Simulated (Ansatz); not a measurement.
## SnH2 (model cell, started as rutile): following an unstable mode

Aim: this structure of SnH2 (model cell, started as rutile) is to be tested for unstable modes, and one is followed downhill.

Method: DFT PBE, scalar-relativistic, plane waves, PAW, in Ansatz 0.2.0.

Report form: inputs, costs, results and the conclusion, without the logs.

The structure was built from a prototype and need not be the compound's stable phase.

## Step 1: Set-up

The structure is tetragonal, space group P4_2/mnm (No. 136). The conventional cell has a = 4.858 Å, b = 4.858 Å, c = 3.642 Å, α = 90.00°, β = 90.00°, γ = 90.00°. Sn has 6 H at 2.14 to 2.24 Å nearest. Nearest to H lie 3 Sn at 2.14 to 2.24 Å. Farther neighbours, and contacts between anions beyond the nearest, are not listed.

## Step 2: Phonons on a q mesh

Stability and thermal properties need the whole zone. Linear response on a 2×2×4 q mesh gives force constants as far as a supercell of that size would.

The input, input.yaml:

```yaml
crystal:
  lattice:
    - [4.8575969519, 0.0, 0.0]
    - [0.0, 4.8575969519, 0.0]
    - [0.0, 0.0, 3.6419952209]
  atoms:
    - { symbol: Sn, position: [0.0, 0.0, 0.0] }
    - { symbol: Sn, position: [0.5, 0.5, 0.5] }
    - { symbol: H, position: [0.3110725174, 0.3110725174, 0.0] }
    - { symbol: H, position: [0.6889274826, 0.6889274826, 0.0] }
    - { symbol: H, position: [0.8110725174, 0.1889274826, 0.5] }
    - { symbol: H, position: [0.1889274826, 0.8110725174, 0.5] }
kpoints:
  mp_grid: { grid: [8, 8, 12] }
hamiltonian:
  xc: pbe
scf:
  occupations: { method: methfessel_paxton, width: 0.2 }
output:
  eigenvalues: true
phonons:
  method: dfpt
  qmesh: [2, 2, 4]
  temperatures: { t_max: 1000, t_step: 50 }
  qpath:
    path:
      - [[0.0, 0.0, 0.0], [0.0, 0.5, 0.0], [0.5, 0.5, 0.0], [0.0, 0.0, 0.0], [0.0, 0.0, 0.5], [0.0, 0.5, 0.5], [0.5, 0.5, 0.5], [0.0, 0.0, 0.5]]
      - [[0.0, 0.5, 0.0], [0.0, 0.5, 0.5]]
      - [[0.5, 0.5, 0.0], [0.5, 0.5, 0.5]]
    npoints: 10
```

The run is started by

```bash
$ ansatz run input.yaml --threads 8 --pin off --max-ram 14336MiB --backend cpu --events-out ev --progress --plain --runs-dir out
```

Wall time 8.1 min (8 threads of Arm Neoverse N1, shared host); peak memory 2.1 GiB; 62 min of CPU time.

Numbers from this step:

| Quantity | Value |
| --- | --- |
| volume per atom | 14.32 Å³ |
| gap on the k-mesh | 0 eV |
| sum-rule residual before enforcement | 2.40e-5 eV/Å² |
| lowest frequency on the path | -804.8 cm⁻¹ |
| point group | 4/mmm |
| highest frequency on path, mesh or solved points | 976.8 cm⁻¹ |
| highest optical mode at the zone centre (no LO-TO term) | 976.8 cm⁻¹ |
| lowest optical zone-centre mode | -557.4 cm⁻¹ |
| lowest mode on the q mesh (acoustic modes at Γ apart) | -804.8 cm⁻¹ |

Frequencies (cm⁻¹) solved at each irreducible wavevector; negative means imaginary. Frequencies by wavevector, by row:

```
q in reciprocal lattice units  star  mode 1  mode 2  mode 3  mode 4  mode 16  mode 17  mode 18
                        0 0 0     1  -557.4  -342.6       0       0    621.4    658.1    976.8
                     0 0 0.25     2    -463  -426.4  -426.4  -289.8    568.8    689.7    956.8
                     0 0 -0.5     1  -804.8  -804.8    65.5    65.5    552.8    825.7    825.7
                     0 -0.5 0     2  -345.8  -345.8    40.4    40.4    586.5    798.2    798.2
                  0 -0.5 0.25     4  -382.7  -382.7    41.3    41.3    564.9    841.6    841.6
                  0 -0.5 -0.5     2  -722.1  -722.1   -30.2   -30.2    472.4    887.6    887.6
                  -0.5 -0.5 0     1  -442.9  -442.9    -4.8    -4.8    522.2      871      871
               -0.5 -0.5 0.25     2  -358.2  -358.2  -325.1  -325.1    551.2    843.5    843.5
               -0.5 -0.5 -0.5     1  -793.6  -793.6    48.9    48.9    534.9    838.3    838.3
```

Interpolated from a 2×2×4 q mesh. The phonon branches at the labelled points (cm⁻¹):

```
    point  branch 1  branch 2  branch 3  branch 4  branch 15  branch 16  branch 17  branch 18
        Γ      -557      -343         0         0        571        621        658        977
  halfway      -486      -315       -40        17        580        597        627        940
        X      -346      -346        40        40        586        586        798        798
  halfway      -397      -397        40        40        555        555        836        836
        M      -443      -443        -5        -5        522        522        871        871
  halfway      -460      -337       -22        22        566        576        672        928
        Γ      -557      -343         0         0        571        621        658        977
  halfway      -463      -426      -426      -290        569        569        690        957
        Z      -805      -805        66        66        553        553        826        826
  halfway      -763      -763        65        65        492        492        863        863
        R      -722      -722       -30       -30        472        472        888        888
  halfway      -756      -756        58        58        510        510        868        868
        A      -794      -794        49        49        535        535        838        838
  halfway      -768      -747       -47        60        489        540        834        892
        Z      -805      -805        66        66        553        553        826        826
jump to X      -346      -346        40        40        586        586        798        798
  halfway      -383      -383        41        41        565        565        842        842
        R      -722      -722       -30       -30        472        472        888        888
jump to M      -443      -443        -5        -5        522        522        871        871
  halfway      -358      -358      -325      -325        551        551        844        844
        A      -794      -794        49        49        535        535        838        838
```

Symmetry leaves 9 wavevectors to solve. The lowest mode among them, the acoustic zeros apart, lies at q = (0, 0, -0.5) and is imaginary, 804.8i cm⁻¹, so the energy falls along it.

## Step 3: The mode frozen in, largest atomic shift 0 Å

The mode followed lies at q = (-0.5, -0.5, -0.5) with frequency 793.6i cm⁻¹ and is 2-fold degenerate, one of the unstable modes though not the softest. At small amplitude the pattern taken leaves space group no. 122 by a symmetry search on the positions. The undistorted cell that holds it gives the zero of energy on the same k mesh.

System of this step: SnH2 (model cell, started as rutile). Symmetry: P4_2/mnm, No. 136, tetragonal system. The conventional cell has a = 4.858 Å, b = 4.858 Å, c = 3.642 Å, α = 90.00°, β = 90.00°, γ = 90.00°. Sn has 6 H at 2.14 to 2.24 Å nearest. H has 3 Sn at 2.14 to 2.24 Å nearest. Farther neighbours, and contacts between anions beyond the nearest, are not listed.

The input, input.yaml:

```yaml
crystal:
  lattice:
    - [4.8575969519, 0.0, 3.6419952209]
    - [4.8575969519, 0.0, -3.6419952209]
    - [0.0, 4.8575969519, 3.6419952209]
  atoms:
    - { symbol: Sn, position: [0.0, 0.0, 0.0] }
    - { symbol: Sn, position: [0.5, 0.5, 0.0] }
    - { symbol: Sn, position: [0.25, 0.25, 0.5] }
    - { symbol: Sn, position: [0.75, 0.75, 0.5] }
    - { symbol: H, position: [0.0, 0.3110725174, 0.3110725174] }
    - { symbol: H, position: [0.5, 0.8110725174, 0.3110725174] }
    - { symbol: H, position: [0.0, 0.6889274826, 0.6889274826] }
    - { symbol: H, position: [0.5, 0.1889274826, 0.6889274826] }
    - { symbol: H, position: [0.5610725174, 0.25, 0.1889274826] }
    - { symbol: H, position: [0.0610725174, 0.75, 0.1889274826] }
    - { symbol: H, position: [0.9389274826, 0.25, 0.8110725174] }
    - { symbol: H, position: [0.4389274826, 0.75, 0.8110725174] }
kpoints:
  mp_grid: { grid: [8, 8, 8] }
hamiltonian:
  xc: pbe
scf:
  occupations: { method: methfessel_paxton, width: 0.2 }
output:
  forces: true
  stress: true
  eigenvalues: true
```

Run time: 6 s. Hardware: 8 threads; peak memory 0.86 GiB.

Read from the output:

| Item | Value |
| --- | --- |
| pressure | 0.04361 GPa |
| energy from the undistorted cell | 0 meV/atom |

The run ends at a pressure of 0.04 GPa, with forces up to 0.0039 eV/Å.

## Step 4: The mode frozen in, largest atomic shift 0.45 Å

The atoms are moved along the unstable eigenvector, the largest shift by 0.45 Å, with the cell fixed.

The input, input.yaml:

```yaml
crystal:
  lattice:
    - [4.8575969519, 0.0, 3.6419952209]
    - [4.8575969519, 0.0, -3.6419952209]
    - [0.0, 4.8575969519, 3.6419952209]
  atoms:
    - { symbol: Sn, position: [9.72258e-05, 0.0, -9.72258e-05] }
    - { symbol: Sn, position: [0.4999027742, 0.5, 9.72258e-05] }
    - { symbol: Sn, position: [0.25, 0.2499027742, 0.4999027742] }
    - { symbol: Sn, position: [0.75, 0.7500972258, 0.5000972258] }
    - { symbol: H, position: [0.058953125, 0.2493484907, 0.3138434191] }
    - { symbol: H, position: [0.441046875, 0.8727965442, 0.3083016157] }
    - { symbol: H, position: [-0.0644949284, 0.7506515093, 0.6916983843] }
    - { symbol: H, position: [0.5644949284, 0.1272034558, 0.6861565809] }
    - { symbol: H, position: [0.4993484907, 0.3144949284, 0.1916983843] }
    - { symbol: H, position: [0.1227965442, 0.6855050716, 0.1861565809] }
    - { symbol: H, position: [1.0006515093, 0.191046875, 0.8138434191] }
    - { symbol: H, position: [0.3772034558, 0.808953125, 0.8083016157] }
kpoints:
  mp_grid: { grid: [8, 8, 8] }
hamiltonian:
  xc: pbe
scf:
  occupations: { method: methfessel_paxton, width: 0.2 }
output:
  forces: true
  stress: true
  eigenvalues: true
```

Run time: 8.4 s. Hardware: 8 threads; peak memory 0.77 GiB; 64 s of CPU time.

Read from the output:

```
pressure                         : 3.422 GPa
gap on the k-mesh                : 0.4219 eV
energy from the undistorted cell : -68.91 meV/atom
```

The energy, extrapolated to zero smearing, is -68.91 meV/atom against the undistorted cell.

The run ends at a pressure of 3.42 GPa, with forces up to 0.36 eV/Å.

## Step 5: Energy along the mode, all amplitudes (two of the runs are shown above)

An imaginary frequency means negative curvature, so the energy should fall and then rise again as anharmonic terms take over.

This step gave:

| Item | Value |
| --- | --- |
| depth at the lowest point sampled | 68.91 meV/atom |
| largest atomic shift at that point | 0.45 Å |

Table of energy from the parent by largest atomic shift:

```
largest atomic shift (Å)  energy from the parent (meV/atom)
                   0.000                                  0
                   0.040                              -1.19
                   0.080                              -4.64
                   0.140                              -13.3
                   0.220                              -28.3
                   0.320                              -50.4
                   0.450                              -68.9
                   0.600                              -46.0
```

Displacement at unit largest shift by atom:

```
atom   x (Å)   y (Å)   z (Å)   size
 Sn1   0.001  -0.001   0.000  0.001
 Sn2  -0.001   0.001   0.000  0.001
 Sn3  -0.001  -0.001   0.000  0.001
 Sn4   0.001   0.001   0.000  0.001
  H5  -0.030   0.030   0.999  1.000
  H6   0.030  -0.030  -0.999  1.000
  H7  -0.030   0.030  -0.999  1.000
  H8   0.030  -0.030   0.999  1.000
  H9   0.030   0.030  -0.999  1.000
 H10  -0.030  -0.030   0.999  1.000
 H11   0.030   0.030   0.999  1.000
 H12  -0.030  -0.030  -0.999  1.000
```

The lowest step is at 0.45 Å, 68.9 meV/atom below the parent, and the energy rises beyond it.

## Step 6: Relaxation from the frozen mode

Starting from the lowest point found, all atoms and the cell are let go, so that strain and other modes of the same symmetry can join in.

input.yaml: that of step 4 with these lines changed.

```diff
@@ -28 +28,6 @@
   eigenvalues: true
+relax:
+  adjacent_minimum: "off"
+  f_tol: 0.002
+  max_steps: 120
+  cell: { stress_tol: 0.03 }
```

It took 1.8 min on 8 threads; peak memory 0.88 GiB; 14 min of CPU time.

Step by step:

```
step  energy less that of the first step (eV)  largest force component (eV/Å)  pressure (GPa)  volume (Å³)
   1                                   0.0000                          0.2578            3.42       171.87
   2                                  -0.3168                          0.1765            0.08       182.70
   3                                  -0.4482                          0.1482           -0.62       184.24
   4                                  -0.5350                          0.1091            0.51       182.27
   5                                  -0.5476                          0.0563           -0.17       181.17
   6                                  -0.5584                          0.0038            0.03       182.02
   7                                  -0.5584                          0.0013            0.01       182.25
  8*                                  -0.5743                          0.0019            0.06       182.25
   9                                  -0.5746                          0.0013            0.01       182.66
  10                                  -0.5745                          0.0003            0.00       182.80
 11*                                  -0.5749                          0.0004            0.00       182.80
```

Relaxation steps marked * repeat the geometry before them on a plane-wave basis chosen anew for their cell, so energy and pressure can jump there.

The run keeps the 8 symmetry operations that the program found, so distortions that break them were not tested.

```
     cell as run  before   after   change
           a (Å)   6.071   6.259   +3.1 %
           b (Å)   6.071   6.259   +3.1 %
           c (Å)   6.071   6.259   +3.1 %
           α (°)  111.09  115.73   +4.2 %
           β (°)   68.91   64.27   -6.7 %
           γ (°)   73.72   82.43  +11.8 %
volume (Å³/atom)   14.32   15.23   +6.4 %
```

The atoms that moved most (Å, as changes of fractional coordinates times the final cell):

```
atom      dx      dy      dz  length
  H7  -0.113   0.133  -0.258   0.312
 H10  -0.133  -0.113   0.258   0.312
  H8   0.133  -0.113   0.258   0.312
  H9   0.113   0.133  -0.258   0.312
  H5  -0.133   0.113   0.258   0.312
  H6   0.113  -0.133  -0.258   0.312
 H11   0.133   0.113   0.258   0.312
 H12  -0.113  -0.133  -0.258   0.312
```

Final coordinates:

```
Sn H
1.0
     4.70788    0.00000    4.12375
     4.70788    0.00000   -4.12375
     0.00000    4.70788    4.12375
Sn H
4 8
Direct
  0.98561 0.00000 0.01439
  0.51439 0.50000 0.98561
  0.25000 0.26439 0.51439
  0.75000 0.73561 0.48561
  0.06412 0.21596 0.33791
  0.43588 0.90202 0.28008
  0.87805 0.78404 0.71992
  0.62195 0.09798 0.66209
  0.46596 0.37195 0.21992
  0.15202 0.62805 0.16209
  0.03404 0.18588 0.83791
  0.34798 0.81412 0.78008
```

Read from the output:

| Quantity | Value |
| --- | --- |
| pressure | -0.002108 GPa |
| volume per atom | 15.23 Å³ |
| gap on the k-mesh | 0.2119 eV |

The distorted start has space group I-42d; the relaxation ends in I-42d.

## Step 7: What came out

| Item | Value |
| --- | --- |
| unstable mode of the parent | q = (-0.5, -0.5, -0.5), 794i cm⁻¹ |
| depth at the lowest point sampled | 68.9 meV/atom |
| largest atomic shift at that point | 0.45 Å |
| space group reached | I-42d |
| energy gained over the parent (first relaxation, on the mesh of the frozen mode) | 117 meV/atom |
| volume per atom, phase reached | 15.2 Å³ |
| gap on the k-mesh, phase reached | 0.212 eV |

What this shows: Along this mode the structure falls into I-42d, 117 meV/atom below the parent. At the parent's cell the well is 68.91 meV/atom deep on the steps tried, with its lowest point at a shift of 0.45 Å. Relaxing atoms and cell changes the gain by +47.98 meV/atom against the lowest step (energies at zero smearing). The modes of the phase reached were not computed. Of the 6 patterns followed from this parent, this one ends 31.3 meV/atom above the lowest, P4_32_12. Differences under 1.0 meV/atom are within the error of comparing unlike cells and meshes, so the order among close phases is not settled. Each path keeps the symmetry of its pattern, so a lower phase may lie along a pattern not tried. With no gap, or one that is small against the smearing, the frequencies hang on the k mesh and the smearing, most of all near Kohn anomalies. Spin-orbit coupling is left out, which can matter for the heavy elements here. The starting cell was built on a prototype and not taken from a measurement, so the phase need not exist.

[Long decimals in the printed logs are rounded to 6 places.]

[Logs are printed without paths, hosts, clocks, repeated set-up lines and the standing remarks that a program may print on its own settings, such as how far it seeks lower states.]

[Hosts, paths, dates, database ids (printed as entryN), source tags and the programs' standing remarks are cut or masked in the printed files.]

[Where the starting crystal was built by hand or by swapping elements, it need not be the compound's stable phase.]
